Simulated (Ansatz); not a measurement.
## BAs (F-43m): converging a phonon calculation

Wanted: convergence of the phonons of BAs (F-43m) against cost.

Main program and level: Ansatz 0.2.0; DFT LDA, scalar-relativistic, plane waves, PAW; PAW set soft_1.

## 1. The structure

It takes space group F-43m (No. 216, cubic). Conventional cell: a = 4.731 Å, b = 4.731 Å, c = 4.731 Å, α = 90.00°, β = 90.00°, γ = 90.00°. B has 4 As at 2.05 Å nearest. Nearest to As lie 4 B at 2.05 Å. Farther neighbours are not listed.

## 2. Relaxing to small forces for the phonons

Phonons need a cell at rest on their own settings, so the relaxation is repeated with tight tolerances on forces and stress, using the mesh and the filling of the phonon run that follows.

Input file input.yaml:

```yaml
crystal:
  lattice:
    - [0.0, 2.3657126916, 2.3657126916]
    - [2.3657126916, 0.0, 2.3657126916]
    - [2.3657126916, 2.3657126916, 0.0]
  atoms:
    - { symbol: B, position: [0.0, 0.0, 0.0] }
    - { symbol: As, position: [0.25, 0.25, 0.25] }
kpoints:
  mp_grid: { grid: [12, 12, 12] }
hamiltonian:
  xc: lda
  pseudopotentials: { kind: paw, azcp: { folder: soft_1 }, xc_functional: pbe }
scf:
  occupations: { method: fixed }
output:
  forces: true
  stress: true
  eigenvalues: true
relax:
  adjacent_minimum: "off"
  f_tol: 0.001
  max_steps: 60
  cell: { stress_tol: 0.01 }
```

Run with:

```bash
> ansatz run input.yaml --threads 4 --pin off --max-ram 10240MiB --backend cpu --events-out ev --progress --plain --runs-dir out
```

Numbers of over 12 decimals in the logs are rounded to 6 here.

Output:

```text
Engine: ansatz 0.2.0, aarch64-unknown-linux-gnu
Pseudopotentials: kind: paw
Pseudopotential: B, paw, valence charge 3, recommended cutoff 420 eV (normal), soft_1/B.paw.azcp
Pseudopotential: As, paw, valence charge 15, recommended cutoff 420 eV (normal), soft_1/As.paw.azcp
Functional definition: SPW92
  exchange = slater_x
  correlation = pw_c
Crystal: 2 atoms, lattice volume = 26.480 Å³
[...]
--- Relaxed structure (2 steps of the walk, 2 accepted, 1 SCFs on fresh bases) ---
  F+E_penalty+E_count = -4923.53528392 eV   max|allowed force component| = 3.469e-17 eV/Å   (the final SCF, on the basis selected at the relaxed cell)
  cell:  # Å, volume = 26.4839 Å³
    - [0, 2.365831, 2.365831]
    - [2.365831, 0, 2.365831]
    - [2.365831, 2.365831, 0]
  atoms:
    - { symbol: B, position: [0, 0, 0] }
    - { symbol: As, position: [0.25, 0.25, 0.25] }
[key lines of the parts left out:]
SCF converged after 5 iterations
Free energy (F): -4923.535284 eV
Fermi energy:    10.861210 eV
P = ⅓ Tr σ = 0.0091 GPa (0.091 kbar)
```

It took 2.6 s on 4 threads of Arm Neoverse V2, shared host; peak memory 0.41 GiB.

Little changed from the start: no atom moved by 0.005 Å and no cell edge by 0.1 %.

This step gave:

| Property | Result |
| --- | --- |
| pressure | 0.009108 GPa |
| gap on the k-mesh | 1.111 eV |
| volume per atom | 13.24 Å³ |
| direct gap on mesh | 3.290 eV |

The forces vanish by symmetry and the pressure is 0.009 GPa, within the tolerances set. The cell now holds 13.24 Å³/atom.

## 3. Phonons on a q mesh

Stability and thermal properties need the whole zone. Linear response on a 4×4×4 q mesh gives force constants as far as a supercell of that size would, and the tensors from the zone-centre run are typed in so that the long-range dipole term is interpolated apart.

Input file input.yaml:

```yaml
crystal:
  lattice:
    - [0.0, 2.3658309543, 2.3658309543]
    - [2.3658309543, 0.0, 2.3658309543]
    - [2.3658309543, 2.3658309543, 0.0]
  atoms:
    - { symbol: B, position: [0.0, 0.0, 0.0] }
    - { symbol: As, position: [0.25, 0.25, 0.25] }
kpoints:
  mp_grid: { grid: [12, 12, 12] }
hamiltonian:
  xc: lda
  pseudopotentials: { kind: paw, azcp: { folder: soft_1 }, xc_functional: pbe }
scf:
  occupations: { method: fixed }
output:
  eigenvalues: true
phonons:
  method: dfpt
  qmesh: [4, 4, 4]
  temperatures: { t_max: 1000, t_step: 50 }
  qpath:
    path:
      - [[0.0, 0.0, 0.0], [-0.5, -0.5, 0.0], [-0.375, -0.375, 0.25]]
      - [[-0.375, 0.0, 0.375], [0.0, 0.0, 0.0], [0.0, 0.0, 0.5], [-0.5, -0.25, 0.25], [-0.5, -0.5, 0.0]]
    npoints: 10
  non_analytic_term:
    high_frequency_dielectric_tensor: [[9.6578, 0.0, 0.0], [0.0, 9.6578, 0.0], [0.0, 0.0, 9.6578]]
    born_effective_charges:
      - { species: B, tensor: [[-0.5391, 0.0, 0.0], [0.0, -0.5391, 0.0], [0.0, 0.0, -0.5391]] }
      - { species: As, tensor: [[0.5391, 0.0, 0.0], [0.0, 0.5391, 0.0], [0.0, 0.0, 0.5391]] }
    source: "zone-centre run at this cell"
```

Output:

```text
Warning: phonons: the dynamical matrix that this run interpolates holds no multipole term above the dipole-dipole one, and a site of this crystal is no centre of inversion, so its interpolated transverse optical and acoustic branches and sound speeds can stay off near Gamma, and the density of states and the thermodynamics with them. What a run solves at a wave vector of phonons.qpoints, Gamma apart, where the deck admits one, is free of this, and under fd what a larger phonons.supercell samples
[...]
Crystal: 2 atoms, lattice volume = 26.484 Å³
Basis set: ecut = 420 eV, 531 PW (Γ), exchange–correlation on 48×48×48 points (8 copies of the dense FFT grid, shifted against one another)
Bands: 13, of which v1, the nominal top of the filled ones, is band 9 counted from 1 (8 counted from 0)
Symmetry: 24 space group operations
k-points: 72 of 1728 (time reversal used)
[...]
SCF iter   1: F=—  HF=-4924.241078 eV  |F-HF|=—  |Δ(HF+E_count)|=         —  Δρ=7.89e-2  dr2=2.11e0  ethr=3.10e-3  ⟨swp⟩=4.4  Hψ=4756  notcnv=0  defer=84
[...]
SCF iter   9: F=-4923.535285 eV  HF=-4923.535285 eV  |F-HF|=9.09e-13  |Δ(HF+E_count)|=  4.55e-12  Δρ=1.13e-8  dr2=1.99e-14  ethr=1.00e-12  ⟨swp⟩=5.0  Hψ=3656  notcnv=0
SCF 1 converged in 9 iterations: F = -4923.535285 eV  dr2 = 1.99e-14
[...]
NSCF: frozen V_eff on 72 k-points
[...]
DFPT response loops at q = (0, 0, 0) (fractional): preconditioner auto → none (the input reference at scf.mixing.eps_inf says where Resta's filter doesn't serve); β = 0.50; Broyden in place of MSR1
[...]
SCF converged after 9 iterations
Free energy (F): -4923.535285 eV
[...]
Internal energy: -4923.535285 eV  (E = F + TS)
E sigma→0 (E₀):  -4923.535285 eV
Fermi energy:    10.861210 eV
[...]
--- Band table (eV; the first three rows and the last of 72) ---
  k-point 0: bands = [... 5 lower, -4.7898, 10.8612, 10.8612, 10.8612, 14.1508, 14.1508, 14.1508, 15.8722]
  k-point 1: bands = [... 5 lower, -4.6732, 9.8150, 10.6356, 10.6356, 14.3291, 14.4468, 14.4468, 16.4569]
  k-point 2: bands = [... 5 lower, -4.3270, 7.8675, 10.1604, 10.1604, 14.2543, 15.0589, 15.0589, 17.7116]
  k-point 71: bands = [... 5 lower, -0.3559, 2.8085, 5.1897, 5.4934, 16.0706, 16.8735, 17.6338, 18.0903]
--- Phonons (Γ-DFPT): 2 representative perturbations + reference (Σ response iterations 6) ---
  ASR residual: 3.777e-6 → 0.000e0 eV/Å²; symmetrization residual: 7.138e-7 eV/Å²
  ASR residual per site (eV/Å²): 7.68e-7 3.78e-6
  Γ frequencies (cm⁻¹): 0.00 0.00 0.00 699.93 699.93 699.93
--- Phonons (arbitrary-q DFPT): 8 irreducible q on the 4×4×4 mesh ---
  q = [0.0000, 0.0000, 0.0000] (star 1, of the zone-centre solve; hermiticity 8.39e-8, symmetrization 4.98e-13): -0.00 0.00 0.00 699.93 699.93 699.93
  q = [0.0000, 0.0000, 0.2500] (star 8, 2 solved perturbations on 936 of 1728 k-point pairs; hermiticity 3.63e-8, symmetrization 9.95e-13): 112.18 112.18 222.97 683.65 683.65 708.32
[...]
q = [0.0000, 0.2500, 0.2500] (star 6, 4 solved perturbations in 1608 linear systems a pass and spin channel, the states on 510 of 1728 k-point pairs; hermiticity 2.98e-8, symmetrization 2.97e-13): 151.18 151.18 231.00 662.63 662.63 721.61
[...]
sum rule: each row above includes the acoustic sum rule's correction from the zone centre's row sums; it moved no ω² by more than (0.14 cm⁻¹)²
  mesh force constants: q→R imaginary residual 1.40e-18; ASR residual 3.777e-6 → 0.000e0 eV/Å²; symmetrization residual 1.421e-14 eV/Å²
  interpolated dispersion: 63 rows × 6 modes
  density of states and harmonic sums: on the 24×24×24 q-mesh, interpolated from the force constants of a 4×4×4 supercell (with the dipole–dipole term of supplied tensors)
  largest difference from the sums on the solved wave vectors: F 9.21e-3 eV, S 1.32e-5 and C_V 4.02e-6 eV/K
  zero-point energy: 0.164748 eV/cell   skipped modes (ω ≤ 0): 3   left out of the sums: 3.62e-5 of the cell's modes: C_V's classical limit lies that fraction below 3 k_B per atom; for a crystal, a wire or a layer, F and S can be off by more, and a phonons.interpolated_qmesh denser along its periods is the remedy for the sampling
```

Run time: 1.7 min. Hardware: 4 threads; peak memory 1.8 GiB; 6.7 min of CPU time.

Reading the cycles: dr2 is the Hartree energy of the density residual (eV), the measure of convergence; HF is the Harris–Foulkes estimate of the energy, which meets the free energy F at convergence.

This step gave:

| Item | Value |
| --- | --- |
| sum-rule residual before enforcement | 3.78e-6 eV/Å² |
| lowest frequency on the path | 0 cm⁻¹ |
| point group | -43m |
| highest frequency on the path or at a solved wavevector | 740.9 cm⁻¹ |
| mean frequency | 443 cm⁻¹ |
| Debye temperature (second moment) | 934 K |
| logarithmic mean frequency | 368 cm⁻¹ |
| highest optical mode at the zone centre (no LO-TO term) | 699.9 cm⁻¹ |
| lowest optical zone-centre mode | 699.9 cm⁻¹ |
| lowest mode on the q mesh (acoustic modes at Γ apart) | 112.2 cm⁻¹ |
| zero-point energy per atom | 82.37 meV |
| heat capacity at 300 K | 16.97 J/(mol atoms K) |
| vibrational entropy at 300 K | 15.67 J/(mol atoms K) |
| edges of the widest gap between branches, on path and mesh | 321.7, 629.6 cm⁻¹ |

Frequencies (cm⁻¹) solved at each irreducible wavevector; negative means imaginary. Frequencies by wavevector, by row:

```
q in reciprocal lattice units  star  mode 1  mode 2  mode 3  mode 4  mode 5  mode 6
                        0 0 0     1       0       0       0   699.9   699.9   699.9
                     0 0 0.25     8   112.2   112.2     223   683.6   683.6   708.3
                     0 0 -0.5     4   139.1   139.1   312.7   677.1   677.1     713
                  0 0.25 0.25     6   151.2   151.2     231   662.6   662.6   721.6
                  0 0.25 -0.5    24   176.4   225.7   284.4   643.8   652.5   719.7
                 0 0.25 -0.25    12   163.1   221.7   259.1   651.6   661.5   710.6
                  0 -0.5 -0.5     3   192.7   192.7   321.7   640.5   640.5   740.9
              0.25 -0.5 -0.25     6   225.2   258.1   266.9   630.5   641.5   716.6
```

Interpolated from a 4×4×4 q mesh, with the LO-TO term (at Γ the limit along the path; where Γ stands inside the path, tables give the limit on arrival). The phonon branches at the labelled points (cm⁻¹):

```
    point  branch 1  branch 2  branch 3  branch 4  branch 5  branch 6
        Γ         0         0         0       700       700       704
  halfway       151       151       231       663       663       722
        X       193       193       322       640       640       741
  halfway       193       212       313       637       642       735
        U       191       246       290       630       645       725
jump to K       191       246       290       630       645       725
  halfway       134       179       230       673       674       705
        Γ         0         0         0       700       700       704
  halfway       112       112       223       684       684       708
        L       139       139       313       677       677       713
  halfway       179       215       290       644       659       715
        W       225       258       267       630       642       717
  halfway       209       216       305       635       641       729
        X       193       193       322       640       640       741
```

The phonon branches as a text plot (rows in cm⁻¹):

```
    725 |   *******************               *******************
    695 |****                  ***************
    664 |    ****          ******             ***********
    633 |        **************                       ***********
    602 |
    571 |
    540 |
    509 |
    478 |
    448 |
    417 |
    386 |
    355 |
    324 |           ****                        ***           ***
    293 |        ***    ***                   **   *****    **
    262 |       *          *****             *          ****
    232 |      *        ***  ** *           *          *******
    201 |    **   **********   * *                   ****    ****
    170 |       **          *** * **       *       ****
    139 |   ****               ***        *  *******
    108 |  **                    ****    * **
     77 |  *                      ***     *
     46 | *                         **  **
     15 |*                            ***
         Γ           X  U|K            Γ         L        W     X
```

Symmetry leaves 8 wavevectors to solve. The lowest mode among them, the acoustic zeros apart, lies at q = (0, 0, 0.25) and is real, 112 cm⁻¹.

## 4. Another q mesh, q mesh 2×2×2

The q mesh is changed to 2×2×2, to see how far the force constants must reach.

input.yaml: that of step 3 with these lines changed.

```diff
@@ -19,3 +19,3 @@
   method: dfpt
-  qmesh: [4, 4, 4]
+  qmesh: [2, 2, 2]
   temperatures: { t_max: 1000, t_step: 50 }
```

Output:

```text
[...]
Crystal: 2 atoms, lattice volume = 26.484 Å³
Basis set: ecut = 420 eV, 531 PW (Γ), exchange–correlation on 48×48×48 points (8 copies of the dense FFT grid, shifted against one another)
Bands: 13, of which v1, the nominal top of the filled ones, is band 9 counted from 1 (8 counted from 0)
Symmetry: 24 space group operations
k-points: 72 of 1728 (time reversal used)
[...]
SCF iter   1: F=—  HF=-4924.241078 eV  |F-HF|=—  |Δ(HF+E_count)|=         —  Δρ=7.89e-2  dr2=2.11e0  ethr=3.10e-3  ⟨swp⟩=4.4  Hψ=4756  notcnv=0  defer=84
[...]
SCF iter   9: F=-4923.535285 eV  HF=-4923.535285 eV  |F-HF|=9.09e-13  |Δ(HF+E_count)|=  4.55e-12  Δρ=1.13e-8  dr2=1.99e-14  ethr=1.00e-12  ⟨swp⟩=5.0  Hψ=3656  notcnv=0
SCF 1 converged in 9 iterations: F = -4923.535285 eV  dr2 = 1.99e-14
[...]
SCF converged after 9 iterations
Free energy (F): -4923.535285 eV
[...]
Internal energy: -4923.535285 eV  (E = F + TS)
E sigma→0 (E₀):  -4923.535285 eV
Fermi energy:    10.861210 eV
[...]
--- Band table (eV; the first three rows and the last of 72) ---
  k-point 0: bands = [... 5 lower, -4.7898, 10.8612, 10.8612, 10.8612, 14.1508, 14.1508, 14.1508, 15.8722]
  k-point 1: bands = [... 5 lower, -4.6732, 9.8150, 10.6356, 10.6356, 14.3291, 14.4468, 14.4468, 16.4569]
  k-point 2: bands = [... 5 lower, -4.3270, 7.8675, 10.1604, 10.1604, 14.2543, 15.0589, 15.0589, 17.7116]
  k-point 71: bands = [... 5 lower, -0.3559, 2.8085, 5.1897, 5.4934, 16.0706, 16.8735, 17.6338, 18.0903]
[...]
ASR residual: 3.777e-6 → 0.000e0 eV/Å²; symmetrization residual: 7.138e-7 eV/Å²
  ASR residual per site (eV/Å²): 7.68e-7 3.78e-6
  Γ frequencies (cm⁻¹): 0.00 0.00 0.00 699.93 699.93 699.93
--- Phonons (arbitrary-q DFPT): 3 irreducible q on the 2×2×2 mesh ---
[...]
interpolated dispersion: 63 rows × 6 modes
[...]
```

The job ended after 17 s (4 threads; peak memory 0.81 GiB).

Numbers from this step:

```yaml
mean_frequency: 443.6 cm⁻¹
debye_temperature_second_moment: 943 K
logarithmic_mean_frequency: 360.6 cm⁻¹
lowest_mode_on_the_q_mesh_acoustic_modes_at_gamma_apart: 139.1 cm⁻¹
zero_point_energy_per_atom: 82.5 meV
heat_capacity_at_300_k: 16.90 J/(mol atoms K)
vibrational_entropy_at_300_k: 16.23 J/(mol atoms K)
edges_of_the_widest_gap_between_branches_on_path_and_mesh: 321.7, 640.5 cm⁻¹
```

Frequencies (cm⁻¹) solved at each irreducible wavevector; negative means imaginary. Frequencies by wavevector, by row:

```
q in reciprocal lattice units  star  mode 1  mode 2  mode 3  mode 4  mode 5  mode 6
                        0 0 0     1       0       0       0   699.9   699.9   699.9
                     0 0 -0.5     4   139.1   139.1   312.7   677.1   677.1     713
                  0 -0.5 -0.5     3   192.7   192.7   321.7   640.5   640.5   740.9
```

Interpolated from a 2×2×2 q mesh, rough between the solved points, with the LO-TO term (at Γ the limit along the path; where Γ stands inside the path, tables give the limit on arrival). Phonon branches along the path, in cm⁻¹:

```
    point  branch 1  branch 2  branch 3  branch 4  branch 5  branch 6
        Γ         0         0         0       700       700       704
  halfway       128       128       226       675       675       726
        X       193       193       322       640       640       741
  halfway       189       212       316       643       646       734
        U       179       244       299       652       660       718
jump to K       179       244       299       652       660       718
  halfway       109       158       233       684       685       709
        Γ         0         0         0       700       700       704
  halfway        96        96       214       689       689       711
        L       139       139       313       677       677       713
  halfway       164       212       300       662       683       702
        W       211       241       291       642       685       700
  halfway       202       213       310       641       655       727
        X       193       193       322       640       640       741
```

The phonon branches as a text plot (rows in cm⁻¹):

```
    725 |   ***************                 ********        *****
    695 |******            *********************    ********
    664 |      ***      ********                *********   ***
    633 |         *******                                ********
    602 |
    571 |
    540 |
    509 |
    478 |
    448 |
    417 |
    386 |
    355 |
    324 |           *****                        ***          ***
    293 |        ***     ****                  **   **********
    262 |       *          * ***             **
    232 |      *        *** *** *                      *******
    201 |    **     *****      * *          *        ** *********
    170 |        ***     ****   * **       *       *****
    139 |   *  **            *** *        *    ******
    108 |  * **                 *   *       ***
     77 |   *                    ***     * *
     46 | **                        **  ***
     15 |**                          ****
         Γ           X  U|K            Γ         L        W     X
```

The mean frequency is 443.6 cm⁻¹, +0.6 cm⁻¹ against the base run.

The highest branch reaches 741 cm⁻¹ on this path, at X. No branch goes imaginary on this path.

## 5. Another q mesh, q mesh 3×3×3

The q mesh is changed to 3×3×3, to see how far the force constants must reach.

input.yaml: that of step 4 with these lines changed.

```diff
@@ -19,3 +19,3 @@
   method: dfpt
-  qmesh: [2, 2, 2]
+  qmesh: [3, 3, 3]
   temperatures: { t_max: 1000, t_step: 50 }
```

Output:

```text
[...]
Crystal: 2 atoms, lattice volume = 26.484 Å³
Basis set: ecut = 420 eV, 531 PW (Γ), exchange–correlation on 48×48×48 points (8 copies of the dense FFT grid, shifted against one another)
Bands: 13, of which v1, the nominal top of the filled ones, is band 9 counted from 1 (8 counted from 0)
Symmetry: 24 space group operations
k-points: 72 of 1728 (time reversal used)
[...]
k-point 71: bands = [... 5 lower, -0.3559, 2.8085, 5.1897, 5.4934, 16.0706, 16.8735, 17.6338, 18.0903]
[...]
ASR residual: 3.777e-6 → 0.000e0 eV/Å²; symmetrization residual: 7.138e-7 eV/Å²
  ASR residual per site (eV/Å²): 7.68e-7 3.78e-6
  Γ frequencies (cm⁻¹): 0.00 0.00 0.00 699.93 699.93 699.93
--- Phonons (arbitrary-q DFPT): 4 irreducible q on the 3×3×3 mesh ---
[...]
interpolated dispersion: 63 rows × 6 modes
[...]
[key lines of the parts left out:]
SCF converged after 9 iterations
Free energy (F): -4923.535285 eV
Fermi energy:    10.861210 eV
```

The job ended after 47 s (4 threads; peak memory 1.1 GiB; 3 min of CPU time).

Frequencies (cm⁻¹) solved at each irreducible wavevector; negative means imaginary. Frequencies by wavevector, by row:

```
q in reciprocal lattice units  star  mode 1  mode 2  mode 3  mode 4  mode 5  mode 6
                        0 0 0     1       0       0       0   699.9   699.9   699.9
                   0 0 0.3333     8   128.4   128.4   272.2   679.6   679.6   710.6
              0 0.3333 0.3333     6   175.6   175.6     281   650.4   650.4   731.1
             0 0.3333 -0.3333    12   182.4   260.7   272.4   638.2   649.7   717.8
```

The mean frequency is 443.2 cm⁻¹, +0.2 cm⁻¹ against the base run.

[end of part 1 of 4]

[Logs are printed without paths, hosts, clocks, repeated set-up lines and the standing remarks that a program may print on its own settings, such as how far it seeks lower states.]

[Hosts, paths, dates, database ids (printed as entryN), source tags and the programs' standing remarks are cut or masked in the printed files.]
